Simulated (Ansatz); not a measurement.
# MgTiS3: complex band structure, part 2 of 4

Aim: relax a made-up compound, MgTiS3, and see how good a tunnel barrier it would be. It is built by putting S for O, Mg for Ba in the BaTiO3 structure of space group P4mm, with the volume rescaled by atomic radii. The parent structure comes from the Materials Project.

Ansatz 0.2.0; PBEsol DFT, plane waves, PAW files (the session's first sound run).

So far. Step 2 (Cell and atoms at rest): The largest force component on a free atom ends at 0.0039 eV/Å.

The structure was built from a prototype and need not be the compound's stable phase.

## 3. The bulk crystal and its band edges

The energy window and the wavevectors of the next steps follow from the band edges, so these are searched first, off the mesh as well.

input.yaml

```yaml
crystal:
  lattice:
    - [4.6852756375, 0.0, 0.0]
    - [0.0, 4.6852756375, 0.0]
    - [0.0, 0.0, 5.3990990186]
  atoms:
    - { symbol: Mg, position: [0.5, 0.5, 0.8233334296] }
    - { symbol: Ti, position: [0.0, 0.0, 0.1025731428] }
    - { symbol: S, position: [0.0, 0.5, -0.0291153805] }
    - { symbol: S, position: [0.5, 0.0, -0.0291153805] }
    - { symbol: S, position: [0.0, 0.0, 0.4923211786] }
kpoints:
  mp_grid: { grid: [6, 6, 6] }
  band_path: { path: [VBM, CBM], npoints: 30 }
scf:
  occupations: { method: fixed }
hamiltonian:
  xc: pbesol
output:
  eigenvalues: true
  write_potential: true
  write_density: true
  volumetric_format: npy
  elf: true
```

Command:

```console
ansatz run input.yaml --threads 2 --pin off --max-ram 4096MiB --backend cpu --events-out ev --progress --plain --runs-dir out
```

Numbers of over 12 decimals in the logs are rounded to 6 here.

Output:

```text
[...]
Crystal: 5 atoms, lattice volume = 118.520 Å³
Basis set: ecut = 420 eV, 2307 PW (Γ)
Bands: 25, of which v1, the nominal top of the filled ones, is band 20 counted from 1 (19 counted from 0)
Symmetry: 8 space group operations
[...]
k-points: 40 of 216 (time reversal used)
[...]
SCF iter   1: F=—  HF=-7045.842659 eV  |F-HF|=—  |Δ(HF+E_count)|=         —  Δρ=4.86e-3  dr2=5.49e-2  ethr=1.77e-3  ⟨swp⟩=5.0  Hψ=4030  notcnv=0  defer=97
[...]
SCF iter   8: F=-7045.836090 eV  HF=-7045.836090 eV  |F-HF|=1.35e-7  |Δ(HF+E_count)|=   1.05e-6  Δρ=5.09e-6  dr2=6.84e-8  ethr=2.50e-10  ⟨swp⟩=8.7  Hψ=4418  notcnv=0
SCF 1 converged in 8 iterations: F = -7045.836090 eV  dr2 = 6.84e-8
[...]
NSCF: frozen V_eff on 40 k-points
[...]
SCF converged after 8 iterations
Free energy (F): -7045.836090 eV
[...]
Internal energy: -7045.836090 eV  (E = F + TS)
E sigma→0 (E₀):  -7045.836090 eV
Fermi energy:    4.538925 eV
[...]
--- Band table (eV; the first three rows and the last of 40) ---
  k-point 0: bands = [... 16 lower, 3.2805, 3.3969, 3.6169, 3.6169, 5.1520, 6.2751, 7.2166, 7.2166, ... 1 higher]
  k-point 1: bands = [... 16 lower, 3.1911, 3.1986, 3.6966, 3.6966, 5.1566, 6.5047, 7.2338, 7.2338, ... 1 higher]
  k-point 2: bands = [... 16 lower, 3.0685, 3.0685, 3.7991, 3.7991, 5.1657, 7.1091, 7.2685, 7.2685, ... 1 higher]
  k-point 39: bands = [... 16 lower, 2.3852, 4.3182, 4.5389, 4.5389, 5.6920, 6.4920, 6.4920, 7.5983, ... 1 higher]
```

It took 19 s on 2 threads of Arm Neoverse V1, shared host; peak memory 0.38 GiB; 38 s of CPU time.

In the SCF lines HF is the Harris–Foulkes energy and dr2 the Hartree energy of the density residual, in eV; the loop may stop once dr2 is under the threshold and the program's other checks hold. Hψ counts applications of the Hamiltonian.

This step gave:

| Property | Result |
| --- | --- |
| free energy | -7045.8361 eV |
| Fermi energy | 4.539 eV |
| gap on the k-mesh | 0.6131 eV |
| gap on path | 0.6131 eV, by band count; negative where bands overlap |
| direct gap on path | 1.153 eV |
| edge places on path | 0, 1.113 1/A along the path |

The electronic bands at the labelled points (eV, zero at the Fermi level (highest filled level under fixed occupations); v1 is the highest filled band, c1 the lowest empty one):

```
  point     v4     v3     v2     v1    c1    c2    c3    c4
    VBM  -2.15  -0.22   0.00   0.00  1.15  1.95  1.95  3.06
halfway  -1.69  -1.08  -0.93  -0.68  1.30  1.88  1.91  3.14
    CBM  -1.26  -1.14  -0.92  -0.92  0.61  1.74  2.68  2.68
```

Electrostatic potential energy in the ac plane at fractional y = 0.000, with atoms of Ti and S within 0.2 Å of it. With pseudopotentials it is smooth inside the atoms' cores, unlike the true potential.

Ten even steps from '_' (-34 eV) to '@' (10 eV), each cell a mean:
```
==++##%%**....::__--##%%**==
##%%%%%%##--____..++%%%%%%##
%%@@@@@@%%##++==**%%@@@@@@@@
@@@@@@@@@@@@%%%%@@@@@@@@@@@@
%%%%@@@@@@@@@@@@@@@@@@@@@@%%
==**%%@@@@@@@@@@@@@@@@@@##++
__..++%%@@@@@@@@@@@@@@##--__
::__--%%@@@@@@@@@@@@@@**....
..__==%%@@@@@@@@@@@@@@##::__
__::**@@@@@@@@@@@@@@@@%%++..
++**%%@@@@@@@@@@@@@@@@@@##**
==++##%%@@@@@@@@@@@@@@%%##++
__::++%%@@@@@@@@@@@@%%##--..
____--##%%%%****##%%%%++..__
____::####++....::**##++..__
__..==##**..__..__--##**--__
```
Columns run along a (4.7 Å; values clipped at the 3rd and 97th percentile), rows up along c (5.4 Å). Atoms in or near the plane, at fractional coordinates: Ti at (0.00, 0.10), S at (0.50, 0.97), S at (0.00, 0.49).

Valence density in the ac plane at fractional y = 0.000, with atoms of Ti and S within 0.2 Å of it. It is the smooth field of the valence electrons, not physical close to the nuclei.

Values in units of 1e0 e/Å³, 16 rows by 14 columns, each cell a mean:
```
1.0 0.6 0.3 0.3 0.7 1.0 0.7 0.3 0.9 1.0 0.5 0.3 0.3 0.8
0.2 0.1 0.1 0.2 0.5 0.9 1.0 1.0 1.0 0.7 0.3 0.2 0.1 0.2
0.1 0.1 0.1 0.1 0.3 0.5 0.8 0.9 0.7 0.4 0.2 0.1 0.1 0.1
0.1 0.1 0.1 0.1 0.1 0.2 0.3 0.3 0.3 0.2 0.1 0.1 0.1 0.1
0.4 0.3 0.2 0.1 0.1 0.1 0.1 0.1 0.1 0.1 0.1 0.1 0.2 0.3
0.8 0.7 0.4 0.2 0.1 0.0 0.0 0.0 0.0 0.1 0.1 0.2 0.5 0.8
1.0 1.0 0.7 0.3 0.1 0.0 0.0 0.0 0.0 0.1 0.2 0.4 0.9 1.1
0.3 0.9 0.9 0.4 0.1 0.0 0.0 0.0 0.0 0.1 0.2 0.6 1.0 0.7
0.5 1.0 0.9 0.4 0.1 0.0 0.0 0.0 0.0 0.1 0.2 0.6 1.0 0.8
1.2 1.1 0.7 0.3 0.1 0.0 0.0 0.0 0.0 0.1 0.2 0.4 0.9 1.2
1.0 0.8 0.4 0.2 0.1 0.0 0.0 0.0 0.0 0.1 0.1 0.3 0.6 0.9
1.2 0.8 0.4 0.2 0.1 0.1 0.1 0.1 0.1 0.1 0.1 0.2 0.5 1.0
4.5 2.6 0.7 0.2 0.2 0.2 0.2 0.2 0.2 0.2 0.2 0.3 1.3 3.6
9.2 6.1 1.7 0.3 0.3 0.5 0.6 0.7 0.6 0.4 0.3 0.6 3.2 7.9
9.4 6.2 1.8 0.4 0.5 0.9 1.0 1.0 1.0 0.7 0.4 0.7 3.3 8.0
5.8 3.3 0.9 0.4 0.7 1.1 0.9 0.5 1.0 1.0 0.5 0.5 1.6 4.5
```
Columns run along a (4.7 Å), rows up along c (5.4 Å). Atoms in or near the plane, at fractional coordinates: Ti at (0.00, 0.10), S at (0.50, 0.97), S at (0.00, 0.49).

ELF in the ac plane at fractional y = 0.000, with atoms of Ti and S within 0.2 Å of it. It is the smooth field of the valence electrons, not physical close to the nuclei.

Values, 16 rows by 14 columns, each cell a mean:
```
0.49 0.29 0.14 0.48 0.81 0.71 0.22 0.06 0.44 0.80 0.74 0.27 0.16 0.39
0.10 0.07 0.11 0.44 0.75 0.78 0.63 0.55 0.71 0.79 0.66 0.26 0.07 0.08
0.07 0.06 0.09 0.26 0.60 0.79 0.84 0.85 0.83 0.74 0.46 0.16 0.07 0.06
0.41 0.31 0.15 0.10 0.28 0.59 0.77 0.80 0.72 0.47 0.17 0.10 0.21 0.37
0.81 0.73 0.50 0.18 0.10 0.23 0.45 0.52 0.36 0.16 0.10 0.31 0.62 0.78
0.89 0.88 0.80 0.50 0.15 0.07 0.12 0.16 0.09 0.08 0.27 0.66 0.85 0.89
0.62 0.80 0.86 0.75 0.39 0.10 0.03 0.03 0.04 0.18 0.57 0.82 0.86 0.72
0.08 0.49 0.83 0.81 0.56 0.19 0.03 0.01 0.07 0.33 0.70 0.84 0.75 0.26
0.14 0.53 0.83 0.80 0.59 0.22 0.03 0.01 0.08 0.37 0.71 0.83 0.76 0.33
0.69 0.80 0.84 0.76 0.49 0.15 0.03 0.02 0.06 0.27 0.64 0.81 0.84 0.75
0.68 0.70 0.69 0.56 0.26 0.10 0.07 0.07 0.07 0.14 0.39 0.63 0.70 0.69
0.39 0.34 0.28 0.21 0.15 0.20 0.30 0.34 0.26 0.17 0.17 0.24 0.30 0.37
0.51 0.50 0.25 0.10 0.28 0.55 0.68 0.71 0.65 0.45 0.17 0.12 0.37 0.53
0.16 0.55 0.50 0.18 0.59 0.82 0.85 0.85 0.85 0.77 0.37 0.25 0.61 0.39
0.14 0.53 0.50 0.30 0.77 0.87 0.77 0.70 0.83 0.87 0.58 0.30 0.59 0.36
0.62 0.60 0.33 0.40 0.83 0.80 0.38 0.17 0.59 0.86 0.71 0.26 0.45 0.63
```
Columns run along a (4.7 Å), rows up along c (5.4 Å). Atoms in or near the plane, at fractional coordinates: Ti at (0.00, 0.10), S at (0.50, 0.97), S at (0.00, 0.49).

The searched edges give 0.613 eV, as on the mesh.

## 4. Decaying states in the gap, plane (100), k-mesh 6×4×6

This step: PBEsol DFT, plane waves, PAW files; complex bands by layer matching along the plane's normal (Ansatz 0.2.0).

The same crystal is laid in a cell whose first two vectors span the (100) plane (indices of the standard conventional cell, whose axes can be ordered otherwise than in the bulk input). At fixed energy and wavevector in the plane the solver finds all kz, real and complex. A few wavevectors are listed, (0, 0), (-0.5, -0.5) and (0.5, 0) in units of the plane's reciprocal vectors; the slowest state needn't be among them.

input.yaml

```yaml
crystal:
  lattice:
    - [4.685275638, 0.0, 0.0]
    - [0.0, 5.399099019, 0.0]
    - [0.0, 0.0, 4.685275638]
  atoms:
    - { symbol: Mg, position: [0.5, 0.8233334296, 0.5] }
    - { symbol: Ti, position: [0.0, 0.1025731428, 0.0] }
    - { symbol: S, position: [0.5, 0.9708846195, 0.0] }
    - { symbol: S, position: [0.0, 0.9708846195, 0.5] }
    - { symbol: S, position: [0.0, 0.4923211786, 0.0] }
kpoints:
  mp_grid: { grid: [6, 4, 6] }
scf:
  occupations: { method: fixed }
hamiltonian:
  xc: pbesol
output:
  eigenvalues: true
  transmission:
    leads: [[0, 0]]
    kpoints: [[0.0, 0.0], [-0.5, -0.5], [0.5, 0.0]]
    e_range: [-1.0, 1.61]
    de: 0.07
```

Output:

```text
[...]
Crystal: 5 atoms, lattice volume = 118.520 Å³
Basis set: ecut = 420 eV, 2307 PW (Γ)
Bands: 25, of which v1, the nominal top of the filled ones, is band 20 counted from 1 (19 counted from 0)
Symmetry: 8 space group operations
[...]
k-points: 30 of 144 (time reversal used)
[...]
SCF iter   1: F=—  HF=-7045.842058 eV  |F-HF|=—  |Δ(HF+E_count)|=         —  Δρ=4.85e-3  dr2=5.46e-2  ethr=1.77e-3  ⟨swp⟩=5.0  Hψ=3033  notcnv=0  defer=74
[...]
SCF iter   8: F=-7045.835539 eV  HF=-7045.835539 eV  |F-HF|=1.38e-7  |Δ(HF+E_count)|=   1.04e-6  Δρ=5.18e-6  dr2=7.10e-8  ethr=2.50e-10  ⟨swp⟩=8.7  Hψ=3314  notcnv=0
SCF 1 converged in 8 iterations: F = -7045.835539 eV  dr2 = 7.10e-8
[...]
transmission: 7 of 21 steps passed
transmission: 14 of 21 steps passed
transmission: 21 of 21 steps passed
SCF converged after 8 iterations
Free energy (F): -7045.835539 eV
[...]
Internal energy: -7045.835539 eV  (E = F + TS)
E sigma→0 (E₀):  -7045.835539 eV
Fermi energy:    4.539139 eV
[...]
--- Band table (eV; the first three rows and the last of 30) ---
  k-point 0: bands = [... 16 lower, 3.2809, 3.3975, 3.6169, 3.6169, 5.1519, 6.2751, 7.2166, 7.2166, ... 1 higher]
  k-point 1: bands = [... 16 lower, 3.1876, 3.3275, 3.3765, 3.4713, 5.5929, 6.3146, 6.7345, 7.2350, ... 1 higher]
  k-point 2: bands = [... 16 lower, 2.8715, 2.9585, 3.3792, 3.3966, 6.1409, 6.1627, 7.0387, 7.2753, ... 1 higher]
  k-point 29: bands = [... 16 lower, 2.3857, 4.3181, 4.5391, 4.5391, 5.6920, 6.4920, 6.4920, 7.5982, ... 1 higher]
--- Transmission ---
  basis      : 217 plane waves across, 7 finite elements along
  points     : 3, as listed
  energies   : 38 from -1.000000 to 1.590000 eV about the Fermi level, 0.070000 eV apart; the leads are filled to 0.306377 eV, and channels, transmission and decay are at 0.330000 eV
  crystal 0  : Ti1S3Mg1, at the sites [0, 0], period 4.6853 Å: whole cells are its period
    offset         : up to 0.0000 Å between an atom of the period and one for which it stands
    channels       : 0.000000e0 a spin
    conductance    : none, the energies end too early or step too widely for 300 K: set another output.transmission.e_range or a lower de, or, where they end at an eighth of basis.ecutwfc, a higher one
    slowest decay  : 0.1319 /Å at (0.0000, 0.0000)
```

Run time: 47 s. Hardware: 2 threads; peak memory 0.57 GiB.

A gap read on the k-mesh alone can miss the band edges.

Numbers from this step:

```
free energy                                               : -7045.8355 eV
gap on the k-mesh                                         : 0.6128 eV
level to which the leads are filled                       : 0.3064 eV from the Fermi level
decay constant at the filling level, zone centre          : 0.1319 Å⁻¹
decay constant at the filling level, slowest listed point : 0.1319 Å⁻¹
```

K parallel (0, 0); values up to 1.5 1/Å, a degenerate pair printed once or twice; energies at which all values exceed this have no row. Table of Im kz of the slowest decaying states by energy, zero at the highest filled level on the SCF mesh:

```
energy (eV)  decay 1 (Å⁻¹)  decay 2 (Å⁻¹)  decay 3 (Å⁻¹)  decay 4 (Å⁻¹)
      -1.00          0.202          0.253          0.526          0.592
      -0.79         0.0965          0.154          0.264          0.278
      -0.65          0.130          0.207          0.283          0.296
      -0.44          0.156          0.252          0.300          0.319
      -0.23          0.167          0.278          0.308          0.339
      -0.09          0.167          0.287          0.309          0.351
      -0.02          0.165          0.290          0.309          0.356
       0.12          0.157          0.294          0.308          0.366
       0.26          0.143          0.294          0.303          0.374
       0.47         0.0997          0.289          0.293          0.384
       0.68          0.277          0.278          0.392          0.857
       0.82          0.262          0.267          0.395          0.854
       1.03          0.233          0.245          0.399          0.846
       1.24          0.192          0.215          0.400          0.837
       1.38          0.153          0.188          0.399          0.830
       1.59          0.127          0.396          0.819          0.923
```

K parallel (-0.5, -0.5); values up to 1.5 1/Å, a degenerate pair printed once or twice; energies at which all values exceed this have no row. Im kz of the slowest decaying states against energy, zero at the highest filled level on the SCF mesh:

```
energy (eV)  decay 1 (Å⁻¹)  decay 2 (Å⁻¹)  decay 3 (Å⁻¹)  decay 4 (Å⁻¹)
      -1.00          0.166          0.517          0.655          0.885
      -0.93          0.202          0.515          0.653          0.888
      -0.79          0.246          0.509          0.648          0.892
      -0.72          0.262          0.505          0.645          0.893
      -0.58          0.288          0.497          0.638          0.835
      -0.51          0.299          0.493          0.634          0.800
      -0.37          0.317          0.483          0.625          0.713
      -0.30          0.325          0.479          0.620          0.656
      -0.16         0.0823          0.338          0.472          0.475
      -0.09          0.120          0.275          0.344          0.473
      -0.02          0.147          0.350          0.482          0.595
       0.05         0.0911          0.178          0.283          0.355
       0.12          0.140          0.199          0.350          0.359
       0.26          0.206          0.241          0.356          0.367
       0.33          0.231          0.264          0.342          0.370
       0.47          0.277          0.307          0.376          0.528
       0.54          0.298          0.307          0.378          0.514
       0.68          0.303          0.343          0.382          0.478
       0.75          0.299          0.373          0.384          0.450
       0.89          0.286          0.386          0.411          0.622
       0.96          0.275          0.387          0.410          0.603
       1.10          0.140          0.331          0.388          0.404
       1.17          0.357          0.389          0.400          0.533
       1.31          0.389          0.389          0.439          0.712
       1.38          0.382          0.388          0.434          0.704
       1.52          0.364          0.388          0.424          0.687
       1.59          0.352          0.387          0.419          0.678
```

K parallel (-0.5, -0.5). Table of Re kz of states that move upwards by energy, zero at the highest filled level on the SCF mesh:

```
energy (eV)  channel 1 (Å⁻¹)  channel 2 (Å⁻¹)
      -1.00            0.166            0.368
      -0.93            0.206            0.383
      -0.86            0.237            0.399
      -0.79            0.264            0.415
      -0.72            0.290            0.432
      -0.65            0.314            0.450
      -0.58            0.338            0.469
      -0.51            0.362            0.490
      -0.44            0.387            0.514
      -0.37            0.413            0.542
      -0.30            0.441            0.577
      -0.23            0.471            0.639
      -0.16            0.505                -
      -0.09            0.547                -
      -0.02            0.427            0.613
       0.05                -                -
       0.12                -                -
       0.19                -                -
       0.26                -                -
       0.33                -                -
       0.40                -                -
       0.47                -                -
       0.54                -                -
       0.61                -                -
       0.68                -                -
       0.75                -                -
       0.82                -                -
       0.89                -                -
       0.96                -                -
       1.03                -                -
       1.10                -                -
       1.17           -0.590                -
       1.24           -0.488                -
       1.31           -0.420                -
       1.38           -0.361                -
       1.45           -0.305                -
       1.52           -0.249                -
       1.59           -0.188                -
```

K parallel (0.5, 0); values up to 1.5 1/Å, a degenerate pair printed once or twice; energies at which all values exceed this have no row. Im kz of the slowest decaying states against energy, zero at the highest filled level on the SCF mesh:

```
energy (eV)  decay 1 (Å⁻¹)  decay 2 (Å⁻¹)  decay 3 (Å⁻¹)  decay 4 (Å⁻¹)
      -1.00          0.137          0.210          0.475          0.651
      -0.93          0.177          0.243          0.485          0.661
      -0.79          0.225          0.293          0.500          0.678
      -0.72          0.241          0.312          0.505          0.685
      -0.58          0.266          0.343          0.512          0.697
      -0.51          0.275          0.355          0.514          0.702
      -0.37          0.290          0.376          0.516          0.710
      -0.30          0.296          0.385          0.516          0.714
      -0.16         0.0859          0.306          0.400          0.512
      -0.09          0.123          0.309          0.406          0.510
      -0.02          0.151          0.312          0.412          0.506
       0.05          0.175          0.314          0.417          0.501
       0.12          0.196          0.315          0.421          0.495
       0.26          0.235          0.316          0.428          0.479
       0.33          0.253          0.316          0.430          0.469
       0.47          0.291          0.313          0.434          0.441
       0.54          0.311          0.315          0.419          0.435
       0.68          0.304          0.366          0.436          0.708
       0.75          0.299          0.364          0.435          0.703
       0.89          0.286          0.357          0.433          0.691
       0.96          0.278          0.351          0.431          0.684
       1.10          0.256          0.335          0.425          0.670
       1.17          0.241          0.323          0.421          0.663
       1.31          0.194          0.290          0.410          0.649
       1.38          0.141          0.265          0.403          0.643
       1.52          0.169          0.272          0.383          0.634
       1.59          0.188          0.298          0.370          0.631
```

At the listed wavevectors the last open channel is at -0.02 eV and the next at +0.68 eV on the grid. At +0.33 eV, the grid energy nearest the filling level (the middle of the gap on the SCF mesh), the slowest state at the listed wavevectors decays with κ = 0.132 Å⁻¹, its amplitude falling by e over 7.6 Å. Through 1 nm of this crystal that state's transmission falls by exp(−2 × 0.132 Å⁻¹ × 10 Å) = 0.072.

(Continued in part 3 of 4.)

[Logs are printed without paths, hosts, clocks, repeated set-up lines and the standing remarks that a program may print on its own settings, such as how far it seeks lower states.]

[Hosts, paths, dates, database ids (printed as entryN), source tags and the programs' standing remarks are cut or masked in the printed files.]
